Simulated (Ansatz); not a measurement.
# K on Ta(110): change of the work function, part 2 of 3

How does one ordered layer of K (hollow site) change the work function of Ta(110), and what dipole does each adsorbate carry?

Ansatz 0.2.0; plane-wave DFT, PBE, Ansatz PAW.

So far, work function, upper face (eV): step 2 (the clean slab) 4.77.

## (3) Adsorbate added

System of this step: KTa16 (K/Ta(110)). The cell holds 17 atoms: 16 Ta and 1 K. Its edges and angles: a = 5.733 Å, b = 5.733 Å, c = 28.430 Å, α = 90.0°, β = 90.0°, γ = 70.5°. Vacuum lies along c.

The clean slab as it ended is repeated in the plane and the adsorbate is set on one face; the cell's size fixes the coverage, and the k-mesh shrinks with it to keep the sampling density about even. Adsorbate and upper layers relax, since the dipole depends on the height.

File input.yaml:

```yaml
crystal:
  lattice:
    - [4.6810468914, -3.31, 0.0]
    - [4.6810468914, 3.31, 0.0]
    - [0.0, 0.0, 28.4295305908]
  atoms:
    - { symbol: Ta, position: [0.0, 0.0, 0.3165722336] }
    - { symbol: Ta, position: [0.25, 0.25, 0.3988994264] }
    - { symbol: Ta, position: [0.0, 0.0, 0.4813109757] }
    - { symbol: Ta, position: [0.25, 0.25, 0.5604312397] }
    - { symbol: Ta, position: [0.0, 0.5, 0.3165722336] }
    - { symbol: Ta, position: [0.25, 0.75, 0.3988994264] }
    - { symbol: Ta, position: [0.0, 0.5, 0.4813109757] }
    - { symbol: Ta, position: [0.25, 0.75, 0.5604312397] }
    - { symbol: Ta, position: [0.5, 0.0, 0.3165722336] }
    - { symbol: Ta, position: [0.75, 0.25, 0.3988994264] }
    - { symbol: Ta, position: [0.5, 0.0, 0.4813109757] }
    - { symbol: Ta, position: [0.75, 0.25, 0.5604312397] }
    - { symbol: Ta, position: [0.5, 0.5, 0.3165722336] }
    - { symbol: Ta, position: [0.75, 0.75, 0.3988994264] }
    - { symbol: Ta, position: [0.5, 0.5, 0.4813109757] }
    - { symbol: Ta, position: [0.75, 0.75, 0.5604312397] }
    - { symbol: K, position: [0.42, 0.42, 0.6834277664] }
kpoints:
  mp_grid: { grid: [6, 6, 1] }
hamiltonian:
  xc: pbe
scf:
  occupations: { method: fermi_dirac, width: 0.1 }
  convergence: { dr2_threshold: 1.0e-08 }
efield:
  axis: 3
  dipole_correction: true
  ramp_position: 0.97
  ramp_width: 0.06
relax:
  f_tol: 0.02
  max_steps: 60
  constraints: [{ sites: [0, 1, 4, 5, 8, 9, 12, 13] }]
output:
  dos: { projected: true, e_range: [-8, 4] }
  write_potential: true
  write_density: true
  volumetric_format: npy
  elf: true
```

Launch:

```bash
ansatz run input.yaml --threads 4 --pin off --max-ram 6144MiB --backend cpu --events-out ev --progress --plain --runs-dir out
```

Output:

```text
[...]
Crystal: 17 atoms, lattice volume = 880.989 Å³
Basis set: ecut = 420 eV, 17311 PW (Γ), exchange–correlation on 80×80×384 points (8 copies of the dense FFT grid, shifted against one another)
Bands: 131, of which v1, the nominal top of the filled ones, is band 109 counted from 1 (108 counted from 0)
Symmetry: 2 space group operations
[...]
k-points: 13 of 36 (time reversal used)
[...]
SCF iter   1: F=—  HF=-160446.088879 eV  |F-HF|=—  |Δ(HF+E_count)|=         —  Δρ=6.43e-3  dr2=1.82e1  ethr=1.77e-3  p=0.679 e·Å  D=1.39e-1 V/Å  ΔV_dip=-3.96 eV  dr2_dipole=1.37e1  V_vac-E_F(+/−)=1.12/5.09 eV  ⟨swp⟩=14.2  Hψ=9457  notcnv=0  defer=3
[...]
SCF iter  11: F=-160445.821464 eV  HF=-160445.821464 eV  |F-HF|=1.22e-9  |Δ(HF+E_count)|=   1.58e-8  Δρ=3.46e-7  dr2=4.74e-9  ethr=4.61e-12  p=0.522 e·Å  D=1.07e-1 V/Å  ΔV_dip=-3.05 eV  dr2_dipole=1.88e-9  V_vac-E_F(+/−)=1.73/4.78 eV  ⟨swp⟩=15.0  Hψ=12455  notcnv=0
SCF 1 converged in 11 iterations: F = -160445.821464 eV  dr2 = 4.74e-9
[...]
relax step   1: F+E_penalty+E_count = -160445.82146409 eV  Δ(F+E_penalty+E_count) = +0.000e0 eV  max|allowed force component| = 4.121e-1 eV/Å  Δτ_max = 0.0000 Å  (11 SCF iters, accepted)
[...]
SCF iter  11: F=-160445.827889 eV  HF=-160445.827889 eV  |F-HF|=5.53e-10  |Δ(HF+E_count)|=   7.16e-9  Δρ=3.09e-7  dr2=1.54e-9  ethr=4.61e-12  p=0.541 e·Å  D=1.11e-1 V/Å  ΔV_dip=-3.16 eV  dr2_dipole=2.53e-11  V_vac-E_F(+/−)=1.62/4.77 eV  ⟨swp⟩=10.5  Hψ=11173  notcnv=0
SCF 2 converged in 11 iterations: F = -160445.827889 eV  dr2 = 1.54e-9
relax step   2: F+E_penalty+E_count = -160445.82788941 eV  Δ(F+E_penalty+E_count) = -6.425e-3 eV  max|allowed force component| = 5.083e-1 eV/Å  Δτ_max = 0.1677 Å  (11 SCF iters, accepted)
[...]
SCF iter   9: F=-160445.900492 eV  HF=-160445.900492 eV  |F-HF|=5.62e-9  |Δ(HF+E_count)|=   7.97e-9  Δρ=4.60e-7  dr2=6.63e-9  ethr=4.61e-12  p=0.558 e·Å  D=1.15e-1 V/Å  ΔV_dip=-3.26 eV  dr2_dipole=4.06e-9  V_vac-E_F(+/−)=1.52/4.78 eV  ⟨swp⟩=14.2  Hψ=12833  notcnv=0
SCF 3 converged in 9 iterations: F = -160445.900492 eV  dr2 = 6.63e-9
relax step   3: F+E_penalty+E_count = -160445.90049211 eV  Δ(F+E_penalty+E_count) = -7.260e-2 eV  max|allowed force component| = 1.706e-1 eV/Å  Δτ_max = 0.1721 Å  (9 SCF iters, accepted)
[... from here on, the SCF cycles and remarks between the steps are left out ...]
relax step   4: F+E_penalty+E_count = -160445.90939396 eV  Δ(F+E_penalty+E_count) = -8.902e-3 eV  max|allowed force component| = 5.418e-2 eV/Å  Δτ_max = 0.1346 Å  (8 SCF iters, accepted)
relax step   5: F+E_penalty+E_count = -160445.91031053 eV  Δ(F+E_penalty+E_count) = -9.166e-4 eV  max|allowed force component| = 1.111e-2 eV/Å  Δτ_max = 0.0313 Å  (6 SCF iters, accepted)
relax step   6: F+E_penalty+E_count = -160445.91050340 eV  Δ(F+E_penalty+E_count) = -1.929e-4 eV  max|allowed force component| = 6.432e-3 eV/Å  Δτ_max = 0.0262 Å  (6 SCF iters, accepted)
relax step   7: F+E_penalty+E_count = -160445.91071640 eV  Δ(F+E_penalty+E_count) = -2.130e-4 eV  max|allowed force component| = 1.581e-2 eV/Å  Δτ_max = 0.0419 Å  (7 SCF iters, accepted)
relax step   8: F+E_penalty+E_count = -160445.91138473 eV  Δ(F+E_penalty+E_count) = -6.683e-4 eV  max|allowed force component| = 3.300e-2 eV/Å  Δτ_max = 0.1598 Å  (7 SCF iters, accepted)
relax step   9: F+E_penalty+E_count = -160445.91214480 eV  Δ(F+E_penalty+E_count) = -7.601e-4 eV  max|allowed force component| = 3.321e-2 eV/Å  Δτ_max = 0.1976 Å  (8 SCF iters, accepted)
relax step  10: F+E_penalty+E_count = -160445.91263543 eV  Δ(F+E_penalty+E_count) = -4.906e-4 eV  max|allowed force component| = 4.015e-2 eV/Å  Δτ_max = 0.1955 Å  (7 SCF iters, accepted)
SCF iter   1: F=—  HF=-160445.912860 eV  |F-HF|=—  |Δ(HF+E_count)|=         —  Δρ=3.45e-4  dr2=1.53e-3  ethr=1.04e-5  p=0.567 e·Å  D=1.17e-1 V/Å  ΔV_dip=-3.31 eV  dr2_dipole=5.84e-5  V_vac-E_F(+/−)=1.47/4.78 eV  ⟨swp⟩=6.3  Hψ=4332  notcnv=0  defer=2
[...]
SCF iter   7: F=-160445.913117 eV  HF=-160445.913117 eV  |F-HF|=1.16e-10  |Δ(HF+E_count)|=   3.84e-9  Δρ=3.19e-7  dr2=1.85e-9  ethr=4.61e-12  p=0.568 e·Å  D=1.17e-1 V/Å  ΔV_dip=-3.32 eV  dr2_dipole=2.88e-12  V_vac-E_F(+/−)=1.46/4.78 eV  ⟨swp⟩=13.2  Hψ=13151  notcnv=0
SCF 11 converged in 7 iterations: F = -160445.913117 eV  dr2 = 1.85e-9
relax step  11: F+E_penalty+E_count = -160445.91311682 eV  Δ(F+E_penalty+E_count) = -4.814e-4 eV  max|allowed force component| = 9.624e-3 eV/Å  Δτ_max = 0.0988 Å  (7 SCF iters, accepted)
NSCF: frozen V_eff on 13 k-points
[...]
SCF converged after 7 iterations
Free energy (F): -160445.913117 eV
[...]
Internal energy: -160445.158044 eV  (E = F + TS)
E sigma→0 (E₀):  -160445.535580 eV
Entropy (-TS):   -0.755073 eV (-44.416 meV/atom)
Fermi energy:    4.509008 eV
Dipole field:    D = 0.116656 V/Å  (p = 0.567959 e·Å, saw-weighted, corrected)
Work function:   Φ+ = 1.4621 eV   Φ− = 4.7786 eV
[...]
--- Forces (eV/Å), atoms counted from 1 ---
  atom   1  Ta     0.00039738     0.00000000     0.41157280
  atom   2  Ta    -0.00242491     0.00000000    -0.41705235
  atom   3  Ta    -0.00951492     0.00000000    -0.00015941
  atom   4  Ta     0.00517844    -0.00000000     0.00333479
  atom   5  Ta    -0.00011927    -0.00019070     0.41829123
  atom   6  Ta    -0.00024528    -0.01353310    -0.42247713
  atom   7  Ta     0.00076441     0.00401483     0.00020022
  atom   8  Ta    -0.00564903    -0.00113828     0.00360780
  atom   9  Ta    -0.00011927     0.00019070     0.41829123
  atom  10  Ta    -0.00024528     0.01353310    -0.42247713
  atom  11  Ta     0.00076441    -0.00401483     0.00020022
  atom  12  Ta    -0.00564903     0.00113828     0.00360780
  atom  13  Ta    -0.00018900    -0.00000000     0.43113332
  atom  14  Ta     0.00221719    -0.00000000    -0.41720883
  atom  15  Ta     0.00962443     0.00000000    -0.00131926
  atom  16  Ta     0.00506190    -0.00000000    -0.00226119
  atom  17  K      0.00015110     0.00000000    -0.00730633
  max |Σ_I F_I| component: 2.22e-5 eV/Å
--- Band table (eV; the first three rows and the last of 13) ---
  k-point 0: bands = [... 105 lower, 4.6532, 4.7011, 4.8923, 4.9079, 5.0467, 5.5526, 5.5660, 5.5885, ... 18 higher]
  k-point 1: bands = [... 105 lower, 4.4515, 4.5742, 4.8068, 4.8685, 5.0280, 5.1334, 5.1638, 5.2932, ... 18 higher]
  k-point 2: bands = [... 105 lower, 4.2412, 4.3260, 4.3328, 4.3461, 4.4536, 4.5029, 4.5817, 4.6493, ... 18 higher]
  k-point 12: bands = [... 105 lower, 4.4978, 4.6179, 4.6508, 4.6529, 4.6634, 4.6671, 4.7497, 4.8997, ... 18 higher]
--- Relaxed structure (11 steps of the walk, 11 accepted, 0 SCFs on fresh bases) ---
  F+E_penalty+E_count = -160445.91311682 eV   max|allowed force component| = 9.624e-3 eV/Å
  atoms:
    - { symbol: Ta, position: [0.0, 0.0, 0.316572] }
    - { symbol: Ta, position: [0.25, 0.25, 0.398899] }
    - { symbol: Ta, position: [8.362733e-5, 8.362733e-5, 0.480926] }
    - { symbol: Ta, position: [0.250369, 0.250369, 0.561957] }
    - { symbol: Ta, position: [-5.551115e-17, 0.5, 0.316572] }
    - { symbol: Ta, position: [0.25, 0.75, 0.398899] }
    - { symbol: Ta, position: [-7.285767e-5, 0.500022, 0.481482] }
    - { symbol: Ta, position: [0.249272, 0.750897, 0.560857] }
    - { symbol: Ta, position: [0.5, -5.551115e-17, 0.316572] }
    - { symbol: Ta, position: [0.75, 0.25, 0.398899] }
    - { symbol: Ta, position: [0.500022, -7.285767e-5, 0.481482] }
    - { symbol: Ta, position: [0.750897, 0.249272, 0.560857] }
    - { symbol: Ta, position: [0.5, 0.5, 0.316572] }
    - { symbol: Ta, position: [0.75, 0.75, 0.398899] }
    - { symbol: Ta, position: [0.499921, 0.499921, 0.481211] }
    - { symbol: Ta, position: [0.749452, 0.749452, 0.562077] }
    - { symbol: K, position: [0.496517, 0.496517, 0.673104] }
```

Elapsed: 8.6 min, on 4 threads of Arm Neoverse V1, shared host; peak memory 3.1 GiB.

The steps of the relaxation:

```
step  energy less that of the first step (eV)  largest force component (eV/Å)
   1                                   0.0000                          0.4121
   2                                  -0.0064                          0.5083
   3                                  -0.0790                          0.1706
   4                                  -0.0879                          0.0542
   5                                  -0.0888                          0.0111
   6                                  -0.0890                          0.0064
   7                                  -0.0893                          0.0158
   8                                  -0.0899                          0.0330
   9                                  -0.0907                          0.0332
  10                                  -0.0912                          0.0401
  11                                  -0.0917                          0.0096
```

The run keeps the 2 symmetry operations that the program found, so distortions that break them were not tested.

The atoms that moved most (Å):

```
atom      dx      dy      dz  length
 K17   0.716   0.000  -0.293   0.774
Ta16  -0.005   0.000   0.047   0.047
 Ta4   0.003   0.000   0.043   0.044
 Ta8   0.001   0.005   0.012   0.013
Ta12   0.001  -0.005   0.012   0.013
 Ta3   0.001   0.000  -0.011   0.011
```

Final coordinates:

```xyz
17
Lattice="4.6810 -3.3100 0.0000 4.6810 3.3100 0.0000 0.0000 0.0000 28.4295" Properties=species:S:1:pos:R:3
Ta    0.0000    0.0000    9.0000
Ta    2.3405    0.0000   11.3405
Ta    0.0008    0.0000   13.6725
Ta    2.3440    0.0000   15.9762
Ta    2.3405    1.6550    9.0000
Ta    4.6810    1.6550   11.3405
Ta    2.3403    1.6553   13.6883
Ta    4.6818    1.6604   15.9449
Ta    2.3405   -1.6550    9.0000
Ta    4.6810   -1.6550   11.3405
Ta    2.3403   -1.6553   13.6883
Ta    4.6818   -1.6604   15.9449
Ta    4.6810    0.0000    9.0000
Ta    7.0216    0.0000   11.3405
Ta    4.6803    0.0000   13.6806
Ta    7.0164    0.0000   15.9796
K     4.6484    0.0000   19.1360
```

This step gave:

```yaml
energy_at_zero_smearing: -160445.5356 eV
work_function_upper_face: 1.462 eV
work_function_lower_face: 4.779 eV
dipole_along_the_normal: 0.5680 e·Å
step_between_the_vacuum_levels: -3.317 eV
```

Running mean over 2.341 Å of the planar mean; the ramp of the sawtooth is left out. The electron's electrostatic potential energy less the Fermi level by z:

```
z (Å)  electron's electrostatic potential energy less the Fermi level (eV)
  3.5                                                                 4.78
  4.0                                                                 4.78
  4.5                                                                 4.77
  5.0                                                                 4.76
  5.5                                                                 4.72
  6.0                                                                 4.59
  6.5                                                                 4.18
  7.0                                                                 2.93
  7.5                                                               -0.271
  8.0                                                                -5.21
  8.5                                                                -8.89
  9.0                                                                -10.1
  9.5                                                                -10.1
 10.0                                                                -10.0
 10.5                                                               -10.00
 11.0                                                                -9.97
 11.5                                                                -9.97
 12.0                                                                -9.96
 12.5                                                                -9.95
 13.0                                                                -9.96
 13.5                                                                -10.0
 14.0                                                                -10.2
 14.5                                                                -10.5
 15.0                                                                -10.6
 15.5                                                                -10.4
 16.0                                                                -10.1
 16.5                                                                -8.73
 17.0                                                                -5.11
 17.5                                                               -0.927
 18.0                                                                0.825
 18.5                                                                0.638
 19.0                                                                0.106
 19.5                                                               -0.234
 20.0                                                              -0.0768
 20.5                                                                0.536
 21.0                                                                 1.06
 21.5                                                                 1.27
 22.0                                                                 1.36
 22.5                                                                 1.40
 23.0                                                                 1.43
 23.5                                                                 1.44
 24.0                                                                 1.45
 24.5                                                                 1.46
 25.0                                                                 1.46
```

(Part 2 of 3 ends here.)

[Long decimals in the printed logs are rounded to 6 places.]

[Logs are printed without paths, hosts, clocks, repeated set-up lines and the standing remarks that a program may print on its own settings, such as how far it seeks lower states.]

[Hosts, paths, dates, database ids (printed as entryN), source tags and the programs' standing remarks are cut or masked in the printed files.]

[Maps of the electrostatic potential energy from Ansatz leave out the sawtooth potential of an applied field or a dipole correction, so their vacuum need not be flat; planar profiles and work functions include it.]
